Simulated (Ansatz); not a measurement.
Si3N4 (Fd-3m), computed twice by G0W0.

```cif
data_structure
_symmetry_space_group_name_H-M 'P 1'
_symmetry_Int_Tables_number 1
_cell_length_a 5.5065
_cell_length_b 5.5065
_cell_length_c 5.5065
_cell_angle_alpha 60.000
_cell_angle_beta 60.000
_cell_angle_gamma 60.000
_cell_volume 118.07
loop_
_atom_site_label
_atom_site_type_symbol
_atom_site_fract_x
_atom_site_fract_y
_atom_site_fract_z
_atom_site_occupancy
Si1 Si 0.12500 0.12500 0.62500 1
Si2 Si 0.12500 0.62500 0.12500 1
Si3 Si 0.62500 0.12500 0.12500 1
Si4 Si 0.12500 0.12500 0.12500 1
Si5 Si 0.75000 0.75000 0.75000 1
Si6 Si 0.50000 0.50000 0.50000 1
N7 N 0.36756 0.36756 0.36756 1
N8 N 0.35269 0.88244 0.88244 1
N9 N 0.88244 0.88244 0.35269 1
N10 N 0.88244 0.35269 0.88244 1
N11 N 0.36756 0.36756 0.89731 1
N12 N 0.36756 0.89731 0.36756 1
N13 N 0.88244 0.88244 0.88244 1
N14 N 0.89731 0.36756 0.36756 1
```

The cell and positions are those that the Materials Project relaxed with its own functionals (PBE, PBE+U or r2SCAN), kept fixed. This is not the form that Si3N4 usually takes at ambient conditions.

The first (Ansatz 0.2.0; start PBE, 4×4×4 mesh, 647 empty bands, screening to 180 eV, PAW set soft_1 files; 1 × NVIDIA H100 80GB HBM3 (shared by 6 runs) with 3 threads of AMD EPYC 7R13 (Zen 3), shared host) gave, on its mesh: starting gap 3.37 eV, G0W0 gap 4.75 eV, RPA ε∞ (mean) 5.07, 31 s.

The second changes frequency model from contour deformation to plasmon pole. What does it give?

It gave: starting gap 3.37 eV, G0W0 gap 4.69 eV, RPA ε∞ (mean) 5.07, 40 s. The G0W0 gap moves by −0.07 eV, +0.00 eV from the start and −0.07 eV from the correction. Σc changes by +0.10 eV at the valence top and +0.04 eV at the conduction bottom, and Σx − Vxc between them by +0.00 eV.

Limits: not at the basis limit.

[Paths, hosts, dates, memory and timing lines, banners, echoed tables and standing remarks are left out of the program output.]

[Logs are printed without paths, hosts, clocks, repeated set-up lines and the standing remarks that a program may print on its own settings, such as how far it seeks lower states.]

[Runs of the session that timed out or met a known fault of the program may be left out.]

[Cells called generated may have been cut or substituted from an entry of the Crystallography Open Database or the Materials Project.]

[Hosts, paths, dates, database ids (printed as entryN), source tags and the programs' standing remarks are cut or masked in the printed files.]
